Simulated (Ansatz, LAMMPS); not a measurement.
# Structural relaxation of amorphous 81SiO2-19TiO2 (mol %) (96 atoms), part 2 of 4

Aim: bring amorphous 81SiO2-19TiO2 (mol %) (96 atoms) to a nearby minimum of the energy and see what moves.

Ansatz 0.2.0; Kohn-Sham DFT, PBE, PAW (set soft_2), plane waves.

The cell: 26 Si, 6 Ti and 64 O. The quench rate of 50 K/ps far exceeds what a furnace or splat quench reaches. The starting topology of bonds comes from the classical model. Only the Γ point is sampled in the main run, in a cell whose shortest periodic width is 11 Å.

So far. Step 3 (Single point at the start): The r.m.s. force component of 0.87 eV/Å sets the starting point.

## (4) Cell and atoms relaxed

The cell is relaxed with the atoms, since the starting lattice needn't suit this functional.

Input file input.yaml:

```yaml
crystal:
  lattice:
    - [11.1956, 0.0, 0.0]
    - [0.0, 11.1956, 0.0]
    - [0.0, 0.0, 11.1956]
  atoms:
    [... the 96 atom lines of step 3 ...]
kpoints:
  mp_grid: { grid: [1, 1, 1] }
hamiltonian:
  xc: pbe
scf:
  occupations: { method: fermi_dirac, width: 0.025 }
output:
  forces: true
relax:
  f_tol: 0.04
  max_steps: 250
  cell: {}
```

Launch:

```sh
$ ansatz run input.yaml --threads 4 --pin off --max-ram 8192MiB --backend cpu --events-out ev --progress --plain --runs-dir out
```

Numbers of over 12 decimals in the logs are rounded to 6 here.

The log of the run:

```text
[...]
Crystal: 96 atoms, lattice volume = 1403.273 Å³
Basis set: ecut = 420 eV, 27369 PW (Γ), exchange–correlation on 150×150×150 points (8 copies of the dense FFT grid, shifted against one another)
Bands: 376, of which v1, the nominal top of the filled ones, is band 280 counted from 1 (279 counted from 0)
Symmetry: 1 space group operations
[...]
k-points: 1
[...]
SCF iter   1: F=—  HF=-67944.902759 eV  |F-HF|=—  |Δ(HF+E_count)|=         —  Δρ=2.79e-3  dr2=1.31e-1  ethr=1.77e-3  ⟨swp⟩=5.0  Hψ=1518  notcnv=0  defer=69
[...]
SCF iter  11: F=-67944.909868 eV  HF=-67944.909868 eV  |F-HF|=3.29e-8  |Δ(HF+E_count)|=   1.28e-7  Δρ=1.73e-6  dr2=5.39e-8  ethr=1.79e-11  ⟨swp⟩=2.0  Hψ=1212  notcnv=0
SCF 1 converged in 11 iterations: F = -67944.909868 eV  dr2 = 5.39e-8
[...]
relax step   1: F+E_penalty+E_count = -67944.90986792 eV  Δ(F+E_penalty+E_count) = +0.000e0 eV  max|allowed force component| = 3.193e0 eV/Å  Δτ_max = 0.0000 Å  P = +7.644 GPa  Ω = 1403.273 Å³  (11 SCF iters, dr2 threshold 1.00e-7 eV, accepted)
[... from here on, the SCF cycles and remarks between the steps are left out ...]
relax step   2: F+E_penalty+E_count = -67947.71754368 eV  Δ(F+E_penalty+E_count) = -2.808e0 eV  max|allowed force component| = 2.164e0 eV/Å  Δτ_max = 0.0962 Å  P = +3.232 GPa  Ω = 1450.232 Å³  energy of the carried Pulay correction = -1.542e-1 eV  (9 SCF iters, dr2 threshold 9.60e-6 eV, accepted)
relax step   3: F+E_penalty+E_count = -67949.98869708 eV  Δ(F+E_penalty+E_count) = -2.271e0 eV  max|allowed force component| = 4.091e-1 eV/Å  Δτ_max = 0.2000 Å  P = +0.519 GPa  Ω = 1466.030 Å³  energy of the carried Pulay correction = -2.049e-1 eV  (9 SCF iters, dr2 threshold 9.60e-6 eV, accepted)
relax step   4: F+E_penalty+E_count = -67950.18541153 eV  Δ(F+E_penalty+E_count) = -1.967e-1 eV  max|allowed force component| = 2.609e-1 eV/Å  Δτ_max = 0.1982 Å  P = -0.019 GPa  Ω = 1467.040 Å³  energy of the carried Pulay correction = -2.081e-1 eV  (9 SCF iters, dr2 threshold 9.60e-6 eV, accepted)
relax step   5: F+E_penalty+E_count = -67950.19305396 eV  Δ(F+E_penalty+E_count) = -7.642e-3 eV  max|allowed force component| = 1.802e-1 eV/Å  Δτ_max = 0.1180 Å  P = +0.028 GPa  Ω = 1470.535 Å³  energy of the carried Pulay correction = -2.193e-1 eV  (8 SCF iters, dr2 threshold 4.25e-6 eV, accepted)
relax step   6: F+E_penalty+E_count = -67950.20489817 eV  Δ(F+E_penalty+E_count) = -1.184e-2 eV  max|allowed force component| = 4.120e-2 eV/Å  Δτ_max = 0.0321 Å  P = -0.017 GPa  Ω = 1470.065 Å³  energy of the carried Pulay correction = -2.178e-1 eV  (8 SCF iters, dr2 threshold 2.03e-6 eV, accepted)
relax step   7: F+E_penalty+E_count = -67950.20670957 eV  Δ(F+E_penalty+E_count) = -1.811e-3 eV  max|allowed force component| = 3.725e-2 eV/Å  Δτ_max = 0.0115 Å  P = -0.001 GPa  Ω = 1469.691 Å³  energy of the carried Pulay correction = -2.166e-1 eV  (8 SCF iters, dr2 threshold 1.06e-7 eV, accepted)
relax step   8: F+E_penalty+E_count = -67950.63315917 eV  Δ(F+E_penalty+E_count) = -4.264e-1 eV  max|allowed force component| = 3.747e-2 eV/Å  Δτ_max = 0.0000 Å  P = +0.460 GPa  Ω = 1469.691 Å³  stress off target by 8.63e-1 GPa  SCF on the basis re-selected at this cell (its energy is not comparable with the rows above)  (10 SCF iters)
relax step   9: F+E_penalty+E_count = -67950.58937702 eV  Δ(F+E_penalty+E_count) = +4.378e-2 eV  max|allowed force component| = 1.204e-1 eV/Å  Δτ_max = 0.1229 Å  P = -0.180 GPa  Ω = 1495.130 Å³  energy of the carried Pulay correction = -8.584e-2 eV  (9 SCF iters, dr2 threshold 1.86e-6 eV, accepted)
relax step  10: F+E_penalty+E_count = -67950.62816131 eV  Δ(F+E_penalty+E_count) = -3.878e-2 eV  max|allowed force component| = 4.395e-2 eV/Å  Δτ_max = 0.0428 Å  P = -0.020 GPa  Ω = 1488.545 Å³  energy of the carried Pulay correction = -6.251e-2 eV  (9 SCF iters, dr2 threshold 9.06e-7 eV, accepted)
relax step  11: F+E_penalty+E_count = -67950.62743770 eV  Δ(F+E_penalty+E_count) = +7.236e-4 eV  max|allowed force component| = 1.078e-2 eV/Å  Δτ_max = 0.0210 Å  P = -0.002 GPa  Ω = 1489.339 Å³  energy of the carried Pulay correction = -6.530e-2 eV  (9 SCF iters, dr2 threshold 1.21e-7 eV, accepted)
relax step  12: F+E_penalty+E_count = -67950.69596519 eV  Δ(F+E_penalty+E_count) = -6.853e-2 eV  max|allowed force component| = 1.120e-2 eV/Å  Δτ_max = 0.0000 Å  P = +0.019 GPa  Ω = 1489.339 Å³  stress off target by 9.97e-2 GPa  SCF on the basis re-selected at this cell (its energy is not comparable with the rows above)  (8 SCF iters)
relax step  13: F+E_penalty+E_count = -67950.69165115 eV  Δ(F+E_penalty+E_count) = +4.314e-3 eV  max|allowed force component| = 1.217e-2 eV/Å  Δτ_max = 0.0153 Å  P = +0.002 GPa  Ω = 1491.105 Å³  energy of the carried Pulay correction = -5.402e-3 eV  (9 SCF iters, dr2 threshold 2.48e-8 eV, accepted)
relax step  14: F+E_penalty+E_count = -67950.69322440 eV  Δ(F+E_penalty+E_count) = -1.573e-3 eV  max|allowed force component| = 1.217e-2 eV/Å  Δτ_max = 0.0000 Å  P = +0.003 GPa  Ω = 1491.105 Å³  stress off target by 2.58e-2 GPa  SCF on the basis re-selected at this cell (its energy is not comparable with the rows above)  (6 SCF iters)
[...]
SCF converged after 6 iterations
Free energy (F): -67950.693224 eV
[...]
Internal energy: -67950.693224 eV  (E = F + TS)
E sigma→0 (E₀):  -67950.693224 eV
Fermi energy:    3.101340 eV
[...]
--- Forces (eV/Å), atoms counted from 1 ---
  atom   1  Si     0.00773642    -0.00441434    -0.01200005
  atom   2  Si    -0.00396292    -0.00487681    -0.00495234
  atom   3  Si    -0.00330142    -0.00049816     0.00908934
  atom   4  Si    -0.00273908     0.00063738     0.00302496
  atom   5  Si     0.00041246    -0.00113740     0.00893858
  atom   6  Si     0.00144625     0.00271557    -0.00754207
  atom   7  Si    -0.00003752     0.00817345    -0.00274063
  atom   8  Si    -0.00130969     0.00028401     0.00061707
  atom   9  Si     0.00022922     0.01067509    -0.00968994
  atom  10  Si    -0.00347136    -0.00580980    -0.00212821
  atom  11  Si    -0.00162531     0.00157108     0.00128269
  atom  12  Si     0.00756408    -0.00322236    -0.00038001
  atom  13  Si     0.00082433     0.00667607     0.00100408
  atom  14  Si    -0.00355261    -0.00290564    -0.00260220
[...]
atom  95  O      0.00018982    -0.00028977    -0.00076872
  atom  96  O      0.00078904    -0.00286574    -0.00163752
  max |Σ_I F_I| component: 2.05e-5 eV/Å
--- Stress (GPa, compression-positive) ---
        0.010642       0.008669      -0.004603
        0.008670      -0.011808      -0.018885
       -0.004602      -0.018886       0.010210
  P = ⅓ Tr σ = 0.0030 GPa (0.030 kbar)
--- Relaxed structure (11 steps of the walk, 11 accepted, 3 SCFs on fresh bases) ---
  F+E_penalty+E_count = -67950.69322440 eV   max|allowed force component| = 1.217e-2 eV/Å   (the final SCF, on the basis selected at the relaxed cell)
  cell:  # Å, volume = 1491.1049 Å³
    - [11.403397, -0.136656, 0.115440]
    - [-0.136656, 11.652053, 0.444197]
    - [0.115440, 0.444197, 11.241820]
  atoms:
    - { symbol: Si, position: [0.281016, 0.614697, 0.775547] }
    - { symbol: Si, position: [0.942511, 0.450472, 0.684939] }
    - { symbol: Si, position: [0.675205, 0.855388, 0.250147] }
    - { symbol: Si, position: [0.748787, 0.243695, 0.702144] }
[...]
- { symbol: O, position: [0.020366, 0.319369, 0.418352] }
```

It took 4.3 min on 4 threads of Arm Neoverse V1, shared host; peak memory 1.9 GiB; 16 min of CPU time.

Step by step:

| step | energy less that of the first step (eV) | largest force component (eV/Å) | pressure (GPa) | volume (Å³) |
| --- | --- | --- | --- | --- |
| 1 | 0.0000 | 3.1926 | 7.64 | 1403.27 |
| 2 | -2.8077 | 2.1636 | 3.23 | 1450.23 |
| 3 | -5.0788 | 0.4091 | 0.52 | 1466.03 |
| 4 | -5.2755 | 0.2609 | -0.02 | 1467.04 |
| 5 | -5.2832 | 0.1802 | 0.03 | 1470.53 |
| 6 | -5.2950 | 0.0412 | -0.02 | 1470.07 |
| 7 | -5.2968 | 0.0373 | 0.00 | 1469.69 |
| 8* | -5.7233 | 0.0375 | 0.46 | 1469.69 |
| 9 | -5.6795 | 0.1204 | -0.18 | 1495.13 |
| 10 | -5.7183 | 0.0440 | -0.02 | 1488.54 |
| 11 | -5.7176 | 0.0108 | 0.00 | 1489.34 |
| 12* | -5.7861 | 0.0112 | 0.02 | 1489.34 |
| 13 | -5.7818 | 0.0122 | 0.00 | 1491.10 |
| 14* | -5.7834 | 0.0122 | 0.00 | 1491.10 |

Relaxation steps marked * repeat the geometry before them on a plane-wave basis chosen anew for their cell, so energy and pressure can jump there.

```csv
cell as run,before,after,change
a (Å),11.196,11.405,+1.9 %
b (Å),11.196,11.661,+4.2 %
c (Å),11.196,11.251,+0.5 %
α (°),90.00,85.56,-4.9 %
β (°),90.00,88.86,-1.3 %
γ (°),90.00,91.34,+1.5 %
volume (Å³/atom),14.62,15.53,+6.3 %
```

The atoms that moved most (Å, as changes of fractional coordinates times the final cell):

```
atom      dx      dy      dz  length
 O88   0.045   0.291   0.422   0.514
 O46   0.394   0.117   0.196   0.455
 O35   0.391   0.162  -0.056   0.427
Ti27  -0.283   0.217   0.198   0.408
Si12   0.302   0.218   0.149   0.401
 O50  -0.282   0.258  -0.094   0.394
 O91   0.328   0.189   0.093   0.390
Si10  -0.177  -0.283  -0.200   0.389
```

The relaxation changed the energy by -60.2 meV/atom, and atoms moved by 0.26 Å r.m.s., 0.51 Å at most.

## (5) Distances and neighbours after relaxation

Bonds before and after, by the cutoffs listed below:

```csv
pair,bonds before,bonds after,mean before (Å),mean after (Å),spread before (Å),spread after (Å)
O-Si,104,104,1.611,1.636,0.024,0.013
O-Ti,24,24,1.788,1.822,0.023,0.022
```

Density 2.27 g/cm³, 15.53 Å³ an atom.

g(r), total and by pair (bins of 0.2 Å):

```csv
r (Å),total,O-O,O-Si,O-Ti,Si-Si,Si-Ti,Ti-Ti
1.50,0.05,0.00,0.14,0.00,0.00,0.00,0.00
1.70,5.10,0.00,13.80,1.47,0.00,0.00,0.00
1.90,0.81,0.00,0.00,9.70,0.00,0.00,0.00
2.10,0.00,0.00,0.00,0.00,0.00,0.00,0.00
2.30,0.00,0.00,0.00,0.00,0.00,0.00,0.00
2.50,0.51,1.15,0.00,0.00,0.00,0.00,0.00
2.70,2.40,5.33,0.05,0.00,0.23,0.00,0.00
2.90,0.75,1.24,0.08,0.00,2.26,0.00,0.00
3.10,0.77,0.69,0.22,0.16,3.84,2.67,0.00
3.30,0.67,0.38,0.68,0.14,1.84,2.44,5.95
3.50,0.73,0.43,1.07,1.25,0.00,0.65,5.39
3.70,0.87,0.55,1.38,1.23,0.25,0.28,0.00
3.90,1.14,0.80,1.77,1.20,0.34,0.51,0.00
4.10,1.07,0.48,2.02,1.03,0.52,0.23,0.00
4.30,1.20,0.94,1.55,1.42,1.24,0.40,0.00
4.50,0.83,0.89,0.67,1.45,0.70,0.77,0.00
4.70,1.02,1.21,0.58,1.06,1.67,1.56,1.48
4.90,1.04,1.42,0.56,1.02,1.02,1.10,1.39
5.10,1.01,1.39,0.53,0.48,1.15,2.18,0.00
5.30,1.30,1.46,1.14,1.32,1.25,1.10,0.00
5.50,0.90,0.93,0.86,0.71,1.16,0.86,0.00
```

Bonds by pair of elements; cutoffs follow the first minimum of g(r), held within bounds set by covalent radii, and pairs that aren't listed don't count as bonded:

| pair A-B | cutoff (Å) | bonds | mean length (Å) | spread (Å) | shortest (Å) | B about A | A about B |
| --- | --- | --- | --- | --- | --- | --- | --- |
| O-Si | 2.08 | 104 | 1.64 | 0.013 | 1.6 | 1.62 | 4 |
| O-Ti | 2.64 | 24 | 1.82 | 0.022 | 1.79 | 0.375 | 4 |

How many atoms have how many bonded neighbours:

```csv
element,mean,2,4
O,2,64,0
Si,4,0,26
Ti,4,0,6
```

Bond angles, per cent of each kind in bins of 5°:

```
angle (°)  O-Si-O  Si-O-Si  O-Ti-O  Si-O-Ti
   95–100     0.0      0.0    13.9      0.0
  100–105    11.5      0.0    27.8      0.0
  105–110    43.6      0.0    13.9      0.0
  110–115    36.5      0.0    25.0      0.0
  115–120     7.7      4.5     5.6      0.0
  120–125     0.6      6.8     5.6      6.2
  125–130     0.0     11.4     2.8      6.2
  130–135     0.0      6.8     2.8     25.0
  135–140     0.0     15.9     0.0      6.2
  140–145     0.0     11.4     2.8     25.0
  145–150     0.0     13.6     0.0      6.2
  150–155     0.0     11.4     0.0      0.0
  155–160     0.0      9.1     0.0     12.5
  160–165     0.0      2.3     0.0     12.5
  165–170     0.0      0.0     0.0      0.0
  170–175     0.0      4.5     0.0      0.0
  175–180     0.0      2.3     0.0      0.0
```

Bond angles (no mean is given where the spread exceeds 20°):

```
  angle  count  mean (°)  spread (°)
 O-Si-O    156       110           4
Si-O-Si     44       143        14.5
 O-Ti-O     36       110        10.6
Si-O-Ti     16       143        11.7
Ti-O-Ti      4       139        10.6
```

Oxygen atoms by the number of network formers (Si, P, Ge, B, Al, As, Ga) bound to them:

| network formers bound to O | O atoms | per cent |
| --- | --- | --- |
| 0 | 4 | 6.2 |
| 1 | 16 | 25 |
| 2 | 44 | 68.8 |

Network units: each former by its oxygen neighbours and how many of them bridge to another former:

```csv
former,O neighbours,bridging O,atoms
Si,4,1,1
Si,4,2,1
Si,4,3,11
Si,4,4,13
```

Rings of the network by King's shortest-path rule, up to 12 atoms, one path for each pair of neighbours; H, halogens, alkali and alkaline-earth atoms are left out, and the last column divides by all other atoms, bonded or not:

| ring size (atoms) | rings | per network atom |
| --- | --- | --- |
| 6 | 2 | 0.021 |
| 8 | 9 | 0.094 |
| 10 | 7 | 0.073 |
| 12 | 22 | 0.229 |

First main peaks of g(r), for some of the pairs, lie near 2.7 Å (O-O), 1.6 Å (O-Si), 1.8 Å (O-Ti), 3.1 Å (Si-Si) and 3.2 Å (Si-Ti). By these cutoffs all O atoms have 2, all Si atoms have 4 and all Ti atoms have 4 bonded neighbours. The O-Si-O angle averages 110° with a spread of 4°. Counting bonds to Si alone, not to Ti, 69 % of the oxygens join two of these atoms and 25 % one; 6 % join none. The commonest Si unit has 4 oxygens, 4 of them shared with other formers (13 of 26 atoms). Rings of 12 atoms are the most common (55 % of those counted); sizes run from 6 to 12, where the search stops.

[end of part 2 of 4]

[Logs are printed without paths, hosts, clocks, repeated set-up lines and the standing remarks that a program may print on its own settings, such as how far it seeks lower states.]

[Hosts, paths, dates, database ids (printed as entryN), source tags and the programs' standing remarks are cut or masked in the printed files.]
